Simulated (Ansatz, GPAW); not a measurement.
# How KVS3 (model structure) absorbs and reflects light, part 2 of 3

Aim: the dielectric function of KVS3 (model structure), and the optical constants that follow from it. The cell was made here by substitution or stacking, whether or not such a phase is known. It was built so: All O replaced by S and Ta replaced by V in the Pm-3m structure of KTaO3. The cell is first relaxed with Ansatz.

GPAW 26.7.0; DFT, RPBE, plane-wave PAW (GPAW data sets), scalar-relativistic, RPA, optical limit.

So far: The structure; Relaxation.

## 3. Ground state

The self-consistent density comes first; it also tells whether there is a gap, which decides the occupations and the need for a Drude term.

This step: DFT, RPBE, plane-wave PAW (GPAW data sets), scalar-relativistic, ground state (GPAW 26.7.0).

gs.py

```python
from ase import Atoms
from ase.dft.bandgap import bandgap
from gpaw import GPAW, PW, FermiDirac

atoms = Atoms(['V', 'K', 'S', 'S', 'S'],
              cell=[[4.746809753500, 0.000000000000, 0.000000000000],
                    [0.000000000000, 4.746809753500, 0.000000000000],
                    [0.000000000000, 0.000000000000, 4.746809753500]],
              scaled_positions=[[1.000000000000, 0.000000000000, 1.000000000000],
                                [0.500000000000, 0.500000000000, 0.500000000000],
                                [1.000000000000, 0.000000000000, 0.500000000000],
                                [1.000000000000, 0.500000000000, 0.000000000000],
                                [0.500000000000, 0.000000000000, 0.000000000000]],
              pbc=[True, True, True])
atoms.set_initial_magnetic_moments([2.0, 0.0, 0.0, 0.0, 0.0])
atoms.calc = GPAW(mode=PW(500), xc='RPBE', kpts={'size': (5, 5, 5), 'gamma': True},
                  occupations=FermiDirac(0.05), maxiter=150, txt='gs.txt')
print('energy (eV)', atoms.get_potential_energy())
print('Fermi level (eV)', atoms.calc.get_fermi_level())
print('valence electrons', atoms.calc.get_number_of_electrons())
print('gap (eV)', bandgap(atoms.calc, output=None)[0])
print('direct gap (eV)', bandgap(atoms.calc, direct=True, output=None)[0])
print('moments', atoms.get_magnetic_moments().round(3).tolist())
atoms.calc.write('gs.gpw')
```

Command:

```console
$ OMP_NUM_THREADS=1 python gs.py
```

Numbers of over 12 decimals in the logs are rounded to 6 here.

The program printed:

```text
__  _  _
 | _ |_)|_||  |
 |__||  | ||/\| - 26.7.0

Versions:
  Python: 3.12.14
  ASE:    3.29.0
  Numpy:  2.5.5
  Scipy:  1.18.1
  Libxc:  7.0.0

Input parameters:
  mode=PW(ecut=500.0),
  kpts=MonkhorstPack(size=(5, 5, 5), gamma=True),
  maxiter=150,
  occupations=Occupations(name='fermi-dirac', width=0.05, fixmagmom=False),
  xc=XC(name='RPBE')

Diagonalizing LCAO Hamiltonian
Converting LCAO to pw mode
    .-----------.
   /|           |
  / |           |
 *  |           |
 |  |           |
 |  |    K      |
 S  .-----------.
 | S           /
 |/           /
 V-----S-----*

Atoms  # Å, Bohr magnetons
|   | symbol |        x |        y |        z |    initial magnetic moments |
| 0 |      V | 4.746810 | 0.000000 | 4.746810 | ( 0.0000,  0.0000,  2.0000) |
| 1 |      K | 2.373405 | 2.373405 | 2.373405 | ( 0.0000,  0.0000,  0.0000) |
| 2 |      S | 4.746810 | 0.000000 | 2.373405 | ( 0.0000,  0.0000,  0.0000) |
| 3 |      S | 4.746810 | 2.373405 | 0.000000 | ( 0.0000,  0.0000,  0.0000) |
| 4 |      S | 2.373405 | 0.000000 | 0.000000 | ( 0.0000,  0.0000,  0.0000) |

Unit cell  # Å
| periodic |        x |        y |        z |  lengths |    angles |
|      yes | 4.746810 | 0.000000 | 0.000000 | 4.746810 | 90.000000 |
|      yes | 0.000000 | 4.746810 | 0.000000 | 4.746810 | 90.000000 |
|      yes | 0.000000 | 0.000000 | 4.746810 | 4.746810 | 90.000000 |

Number of symmetries: 48
Symmetry operations  # r_c * U_cc + t_c -> r_c
|    | kind |            matrix            |
|  0 |  E   |  1, 0, 0,  0, 1, 0,  0, 0, 1 |
|  1 |  σ   |  1, 0, 0,  0, 1, 0,  0, 0,-1 |
|  2 |  σ   |  1, 0, 0,  0, 0, 1,  0, 1, 0 |
|  3 |  C4  |  1, 0, 0,  0, 0, 1,  0,-1, 0 |
|  4 |  C4  |  1, 0, 0,  0, 0,-1,  0, 1, 0 |
|  5 |  σ   |  1, 0, 0,  0, 0,-1,  0,-1, 0 |
|  6 |  σ   |  1, 0, 0,  0,-1, 0,  0, 0, 1 |
|  7 |  C2  |  1, 0, 0,  0,-1, 0,  0, 0,-1 |
|  8 |  σ   |  0, 1, 0,  1, 0, 0,  0, 0, 1 |
|  9 |  C2  |  0, 1, 0,  1, 0, 0,  0, 0,-1 |
| 10 |  C3  |  0, 1, 0,  0, 0, 1,  1, 0, 0 |
| 11 |  S6  |  0, 1, 0,  0, 0, 1, -1, 0, 0 |
| 12 |  S6  |  0, 1, 0,  0, 0,-1,  1, 0, 0 |
| 13 |  C3  |  0, 1, 0,  0, 0,-1, -1, 0, 0 |
| 14 |  C4  |  0, 1, 0, -1, 0, 0,  0, 0, 1 |
| 15 |  S4  |  0, 1, 0, -1, 0, 0,  0, 0,-1 |
| 16 |  C3  |  0, 0, 1,  1, 0, 0,  0, 1, 0 |
| 17 |  S6  |  0, 0, 1,  1, 0, 0,  0,-1, 0 |
| 18 |  σ   |  0, 0, 1,  0, 1, 0,  1, 0, 0 |
| 19 |  C4  |  0, 0, 1,  0, 1, 0, -1, 0, 0 |
| 20 |  C2  |  0, 0, 1,  0,-1, 0,  1, 0, 0 |
| 21 |  S4  |  0, 0, 1,  0,-1, 0, -1, 0, 0 |
| 22 |  S6  |  0, 0, 1, -1, 0, 0,  0, 1, 0 |
| 23 |  C3  |  0, 0, 1, -1, 0, 0,  0,-1, 0 |
| 24 |  S6  |  0, 0,-1,  1, 0, 0,  0, 1, 0 |
| 25 |  C3  |  0, 0,-1,  1, 0, 0,  0,-1, 0 |
| 26 |  C4  |  0, 0,-1,  0, 1, 0,  1, 0, 0 |
| 27 |  σ   |  0, 0,-1,  0, 1, 0, -1, 0, 0 |
| 28 |  S4  |  0, 0,-1,  0,-1, 0,  1, 0, 0 |
| 29 |  C2  |  0, 0,-1,  0,-1, 0, -1, 0, 0 |
| 30 |  C3  |  0, 0,-1, -1, 0, 0,  0, 1, 0 |
| 31 |  S6  |  0, 0,-1, -1, 0, 0,  0,-1, 0 |
| 32 |  C4  |  0,-1, 0,  1, 0, 0,  0, 0, 1 |
| 33 |  S4  |  0,-1, 0,  1, 0, 0,  0, 0,-1 |
| 34 |  S6  |  0,-1, 0,  0, 0, 1,  1, 0, 0 |
| 35 |  C3  |  0,-1, 0,  0, 0, 1, -1, 0, 0 |
| 36 |  C3  |  0,-1, 0,  0, 0,-1,  1, 0, 0 |
| 37 |  S6  |  0,-1, 0,  0, 0,-1, -1, 0, 0 |
| 38 |  σ   |  0,-1, 0, -1, 0, 0,  0, 0, 1 |
| 39 |  C2  |  0,-1, 0, -1, 0, 0,  0, 0,-1 |
| 40 |  σ   | -1, 0, 0,  0, 1, 0,  0, 0, 1 |
| 41 |  C2  | -1, 0, 0,  0, 1, 0,  0, 0,-1 |
| 42 |  C2  | -1, 0, 0,  0, 0, 1,  0, 1, 0 |
| 43 |  S4  | -1, 0, 0,  0, 0, 1,  0,-1, 0 |
| 44 |  S4  | -1, 0, 0,  0, 0,-1,  0, 1, 0 |
| 45 |  C2  | -1, 0, 0,  0, 0,-1,  0,-1, 0 |
| 46 |  C2  | -1, 0, 0,  0,-1, 0,  0, 0, 1 |
| 47 |  i   | -1, 0, 0,  0,-1, 0,  0, 0,-1 |

BZ-sampling:
  Number of BZ points: 125
  Number of IBZ points: 10

  Monkhorst-Pack size: [5, 5, 5]
  Monkhorst-Pack shift: [0, 0, 0]

K-points  # in reciprocal-cell coordinates
|   |                                coordinates |     weight |
| 0 | (  0.00000000,   0.00000000,   0.00000000) | 0.00800000 |
| 1 | (  0.20000000,   0.00000000,   0.00000000) | 0.04800000 |
| 2 | (  0.20000000,   0.20000000,   0.00000000) | 0.09600000 |
| 3 | (  0.20000000,   0.20000000,   0.20000000) | 0.06400000 |
| 4 | (  0.40000000,   0.00000000,   0.00000000) | 0.04800000 |
| 5 | (  0.40000000,   0.20000000,   0.00000000) | 0.19200000 |
| 6 | (  0.40000000,   0.20000000,   0.20000000) | 0.19200000 |
| 7 | (  0.40000000,   0.40000000,   0.00000000) | 0.09600000 |
| 8 | (  0.40000000,   0.40000000,   0.20000000) | 0.19200000 |
| 9 | (  0.40000000,   0.40000000,   0.40000000) | 0.06400000 |

Plane wave coefficients: 2734
Cutoff: 500.0 eV

Spin-components: 2 (collinear spins)
Bands:           30
Projectors:      26
Spin-degeneracy: 1
Datatype:        complex128

Parallelization:
  kpt:    1
  domain: 1
  band:   1

Density:
  Valence electrons: 40.0
  Components: 2
  Grid points: [25 25 25]
  Charge: 0.0  # |e|

Potential:
  Grid points: [25 25 25]

species:
  V:
    name:    Vanadium
    id:
    Z:       23.0
    valence: 13
    core:    10
    charge:  0.0  # [|e|]
    compensation charges:
      type: gauss
      rc: 0.37  # [Å]
      lmax: 2
    cutoffs:
      filter: 2.14  # [Å]
      core: 0.96  # [Å]
    projectors
    | kind |    occ | energy [eV] | rcut [Å] |
    |   3s |  2.000 |     -70.322 |    1.254 |
    |   4s |  2.000 |      -4.648 |    1.254 |
    |   3p |  6.000 |     -44.073 |    1.281 |
    |   4p |  0.000 |      -1.446 |    1.281 |
    |   3d |  3.000 |      -5.111 |    1.169 |
    |    d |        |      22.100 |    1.169 |

    Using partial waves for V as LCAO basis

  K:
    name:    Potassium
    id:
    Z:       19.0
    valence: 9
    core:    10
    charge:  0.0  # [|e|]
    compensation charges:
      type: gauss
      rc: 0.35  # [Å]
      lmax: 2
    cutoffs:
      filter: 1.91  # [Å]
      core: 1.27  # [Å]
    projectors
    | kind |    occ | energy [eV] | rcut [Å] |
    |   3s |  2.000 |     -35.407 |    1.122 |
    |   4s |  1.000 |      -2.277 |    1.122 |
    |   3p |  6.000 |     -18.838 |    1.106 |
    |    p |        |       8.374 |    1.106 |
    |    d |        |       0.000 |    0.937 |

    Using partial waves for K as LCAO basis

  S:
    name:    Sulfur
    id:
    Z:       16.0
    valence: 6
    core:    10
    charge:  0.0  # [|e|]
    compensation charges:
      type: gauss
      rc: 0.24  # [Å]
      lmax: 2
    cutoffs:
      filter: 1.77  # [Å]
      core: 1.66  # [Å]
    projectors
    | kind |    occ | energy [eV] | rcut [Å] |
    |   3s |  2.000 |     -17.247 |    0.974 |
    |   3p |  4.000 |      -6.991 |    0.979 |
    |    s |        |       9.964 |    0.974 |
    |    p |        |      20.220 |    0.979 |
    |    d |        |       0.000 |    0.900 |

    Using partial waves for S as LCAO basis

Reference energy: -74796.247236  # eV

eigensolver:
  PPCG
  Converge bands: occupied
  niter=2

density mixing:
  MSR1-Mixer
  Pratt-step length: 0.05
  Maximum mixing coefficient: 0.75
  Old densities: 10
  SVD Regularization: 0.005
  Good broyden scale: 1.0
  Trust region scale: 1.0
  Backstep threshold: 4.0
  History deletion threshold: 6.0
  Fourier metric: weight=20.0, sigma=0.015

occupation numbers:
  Fermi-Dirac:
    width: 0.0500  # eV

poisson solver:
  ecut: 4000.0  # eV

xc functional:
  name: RPBE with 2 nearest neighbor stencil

convergence criteria:
- Maximum [total energy] change in last 3 cyles: 0.0005 eV / valence electron
- Maximum integral of absolute [dens]ity change: 0.0001 electrons / valence electron
- Maximum integral of absolute [eigenst]ate change: 4e-08 eV^2 / valence electron
maximum number of iterations: 150

SCF iterations
|iter     |      energy | eigst |  dens |  magmom |
|iter:   1||  -24.661135 | +0.10 |       |  +2.0073|
|iter:   2||  -23.909818 | -1.52 | -0.88 |  +1.9136|
|iter:   3||  -23.795486 | -2.07 | -1.05 |  +1.6780|
|iter:   4||  -23.843701 | -2.22 | -1.26 |  +1.4965|
|iter:   5||  -23.879391 | -1.87 | -1.12 |  +1.0352|
|iter:   6||  -23.794792 | -2.51 | -1.41 |  +0.6585|
|iter:   7||  -23.842593 | -3.01 | -1.75 |  +0.1088|
|iter:   8||  -23.851124 | -3.31 | -1.96 |  -0.1551|
|iter:   9||  -23.853623c| -3.84 | -2.37 |  -0.2145|
|iter:  10||  -23.853702c| -4.89 | -2.67 |  -0.2065|
|iter:  11||  -23.853625c| -4.94 | -2.96 |  -0.2044|
|iter:  12||  -23.853259c| -4.88 | -3.22 |  -0.1893|
|iter:  13||  -23.852965c| -5.16 | -3.60 |  -0.1795|
|iter:  14||  -23.852947c| -6.90 | -4.00 |  -0.1804|
|iter:  15||  -23.852952c| -7.83c| -4.89c|  -0.1806|

Converged in 15 steps
SCF loop duration: 32.086 s (2.139 s/step)
Energy contributions relative to reference atoms: (reference = -74796.247236)

Energy contributions:
  Kinetic:          10.472730
  Coulomb:         -12.499475
  Zero:             -0.350649
  External:          0.000000
  Xc:              -21.457225
  Entropy:          -0.036665
  Spinorbit:         0.000000
  ----------------------------
  Free energy:     -23.871284
  Extrapolated:    -23.852952

dipole moment: (-42.005801, -42.005801, -42.005801)  # |e|*Ang

Total magnetic moment: (0.000000, 0.000000, -0.180610)

Local magnetic moments
|        x |        y |         z |
| 0.000000 | 0.000000 |  0.419419 |  # V    0
| 0.000000 | 0.000000 | -0.000941 |  # K    1
| 0.000000 | 0.000000 | -0.129245 |  # S    2
| 0.000000 | 0.000000 | -0.129245 |  # S    3
| 0.000000 | 0.000000 | -0.129245 |  # S    4

Fermi level: 4.828
Eigenvalues  # (at kpt = [0.000, 0.000, 0.000])
| band index |      eig [eV] | occ [0-1] |      eig [eV] | occ [0-1] |
|          0 |       -60.961 |     1.000 |       -60.515 |     1.000 |
|        ... |               |           |               |           |
|         15 |         3.762 |     1.000 |         3.575 |     1.000 |
|         16 |         3.762 |     1.000 |         3.575 |     1.000 |
|         17 |         3.821 |     1.000 |         4.208 |     1.000 |
|         18 |         3.821 |     1.000 |         4.208 |     1.000 |
|         19 |         3.821 |     1.000 |         4.208 |     1.000 |
|         20 |         4.587 |     0.992 |         4.392 |     1.000 |
|         21 |         4.587 |     0.992 |         4.392 |     1.000 |
|         22 |         4.587 |     0.992 |         4.392 |     1.000 |
|         23 |         4.953 |     0.076 |         5.189 |     0.001 |
|         24 |         4.953 |     0.076 |         5.189 |     0.001 |
|         25 |         8.969 |     0.000 |         8.991 |     0.000 |
|         26 |        10.172 |     0.000 |        10.121 |     0.000 |
|         27 |        10.172 |     0.000 |        10.121 |     0.000 |
|         28 |        11.101 |     0.000 |        11.144 |     0.000 |
|         29 |        11.458 |     0.000 |        11.458 |     0.000 |

No gap
No difference between direct/indirect transitions

--- standard output ---
energy (eV) -23.852952
Fermi level (eV) 4.828188
valence electrons 40.0
gap (eV) 0.0
direct gap (eV) 0.0
moments [0.419, -0.001, -0.129, -0.129, -0.129]
```

Elapsed: 34 s, on 1 thread of Arm Neoverse V2, shared host; peak memory 0.2 GiB.

Read-outs, printed or worked out from the files:

| Property | Result |
| --- | --- |
| energy | -23.85 eV |
| Fermi energy | 4.828 eV |
| electrons | 40 |
| site moments | 0.419, -0.001, -0.129, -0.129, -0.129 μB |

There are states at the Fermi level within the smearing, so the occupations stay smeared and the carriers get a Drude term.

## 4. Bands for the response

At the fixed density, many empty bands are solved on the mesh of the response, since the spectrum sums over them.

This step: DFT, RPBE, plane-wave PAW (GPAW data sets), scalar-relativistic, bands at fixed density (GPAW 26.7.0).

nscf.py

```python
from ase.dft.bandgap import bandgap
from gpaw import GPAW, FermiDirac

calc = GPAW('gs.gpw').fixed_density(kpts={'size': (8, 8, 8), 'gamma': True}, nbands=62, convergence={'bands': 56},
                                    occupations=FermiDirac(0.05), txt='nscf.txt')
print('gap (eV)', bandgap(calc, output=None)[0])
print('direct gap (eV)', bandgap(calc, direct=True, output=None)[0])
print('top band over the Fermi level (eV)', min(calc.get_eigenvalues(kpt=k)[55] for k in range(len(calc.get_ibz_k_points()))) - calc.get_fermi_level())
calc.write('full.gpw', mode='all')
```

Command:

```console
$ OMP_NUM_THREADS=1 python nscf.py
```

The program printed:

```text
Diagonalizing LCAO Hamiltonian
Converting LCAO to pw mode
convergence criteria:
- Maximum integral of absolute [eigenst]ate change: 4e-08 eV^2 / valence electron
maximum number of iterations: 150

SCF iterations
|iter     |      energy | eigst |  dens |  magmom |
|iter:   1||             | +3.31 |       |  -0.1806|
|iter:   2||             | +2.19 |       |  -0.1806|
|iter:   3||             | +1.29 |       |  -0.1806|
|iter:   4||             | +0.23 |       |  -0.1806|
|iter:   5||             | -0.60 |       |  -0.1806|
|iter:   6||             | -1.54 |       |  -0.1806|
|iter:   7||             | -2.32 |       |  -0.1806|
|iter:   8||             | -3.19 |       |  -0.1806|
|iter:   9||             | -3.90 |       |  -0.1806|
|iter:  10||             | -4.74 |       |  -0.1806|
|iter:  11||             | -5.40 |       |  -0.1806|
|iter:  12||             | -6.21 |       |  -0.1806|
|iter:  13||             | -6.81 |       |  -0.1806|
|iter:  14||             | -7.40c|       |  -0.1806|
SCF steps: 14
  __  _  _
 | _ |_)|_||  |
 |__||  | ||/\| - 26.7.0

Versions:
  Python: 3.12.14
  ASE:    3.29.0
  Numpy:  2.5.5
  Scipy:  1.18.1
  Libxc:  7.0.0

Input parameters:
  mode=PW(ecut=500.0),
  convergence={'bands': 56},
  gpts=array([25, 25, 25]),
  kpts=MonkhorstPack(size=(8, 8, 8), gamma=True),
  maxiter=150,
  nbands=62,
  occupations=Occupations(name='fermi-dirac', width=0.05, fixmagmom=False),
  parallel={},
  xc=XC(name='RPBE')

--- standard output ---
gap (eV) 0.0
direct gap (eV) 0.0
top band over the Fermi level (eV) 19.798155
```

Elapsed: 3.3 min, on 1 thread; peak memory 0.4 GiB.

(Part 2 of 3 ends here.)

[Machine, clock and banner lines and Python warnings are left out of the logs.]

[Logs are printed without paths, hosts, clocks, repeated set-up lines and the standing remarks that a program may print on its own settings, such as how far it seeks lower states.]

[Hosts, paths, dates, database ids (printed as entryN), source tags and the programs' standing remarks are cut or masked in the printed files.]
